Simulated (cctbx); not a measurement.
# Resonant diffraction in Cs3GdI6

Space group P2_1/c (no. 14), a = 8.5710 Å, b = 8.7880 Å, c = 15.0550 Å, α = 90.00°, β = 122.55°, γ = 90.00°.

```
atom  mult.       x       y       z  Ueq (Å²)
 Gd1      2       0       0       0    0.0046
 Cs1      2     1/2     1/2       0    0.0022
 Cs2      4  0.7179  0.5556  0.7399    0.0030
  I1      4  0.3398  0.1780  0.0491    0.0037
  I2      4  0.2494  0.7658  0.5752    0.0034
  I3      4  0.8970  0.5686  0.2663    0.0036
```

The model is made up (kin elements in a known structure type, no relaxation), so it says nothing on whether the phase exists.

Calculated with cctbx: free-atom f′ and f″ from the Sasaki tables, no fine structure; amplitudes in electrons.

| E (eV) | F 0 1 2 | F 0 2 0 | F 0 0 2 | F 1 1 2 |
| --- | --- | --- | --- | --- |
| 4412 | 38.0 | 181.2 | 91.8 | 110.6 |
| 4762 | 38.4 | 168.8 | 97.1 | 109.2 |
| 4892 | 38.8 | 160.1 | 101.8 | 108.3 |
| 4952 | 39.6 | 146.0 | 107.1 | 108.6 |
| 4982 | 39.7 | 135.7 | 111.0 | 107.1 |
| 4997 | 39.5 | 127.4 | 114.1 | 105.5 |
| 5004 | 39.4 | 119.9 | 117.0 | 103.8 |
| 5008 | 39.1 | 111.8 | 120.0 | 101.9 |
| 5016 | 39.5 | 110.8 | 118.2 | 104.6 |
| 5020 | 39.8 | 119.1 | 114.9 | 106.7 |
| 5027 | 40.1 | 126.4 | 112.0 | 108.6 |
| 5042 | 40.5 | 134.0 | 109.0 | 110.8 |
| 5072 | 40.9 | 141.2 | 106.1 | 112.9 |
| 5162 | 41.0 | 150.8 | 102.0 | 114.9 |
| 5412 | 43.7 | 145.0 | 104.3 | 121.9 |

**Question.** Which edge is crossed, and why do the reflections move as they do?

The L3 edge of Cs. The edge is at 5012 eV. f′ of Cs falls from -11.9 e at 4892 eV to -19.8 e at 4 eV below it, and f″ steps from 3.45 to 10.83 e across it. Over that approach |F| changes by +1 % (0 1 2), -30 % (0 2 0), +18 % (0 0 2) and -6 % (1 1 2): a reflection falls where Cs scatters in phase with the total and rises where it scatters against it; it hardly moves where the Cs term is small or cancels by symmetry. Above the edge the larger f″ enters the imaginary part, where it can add to or cancel the other atoms' f″. The structure is centrosymmetric, so Friedel mates stay equal.

[Logs are printed without paths, hosts, clocks, repeated set-up lines and the standing remarks that a program may print on its own settings, such as how far it seeks lower states.]
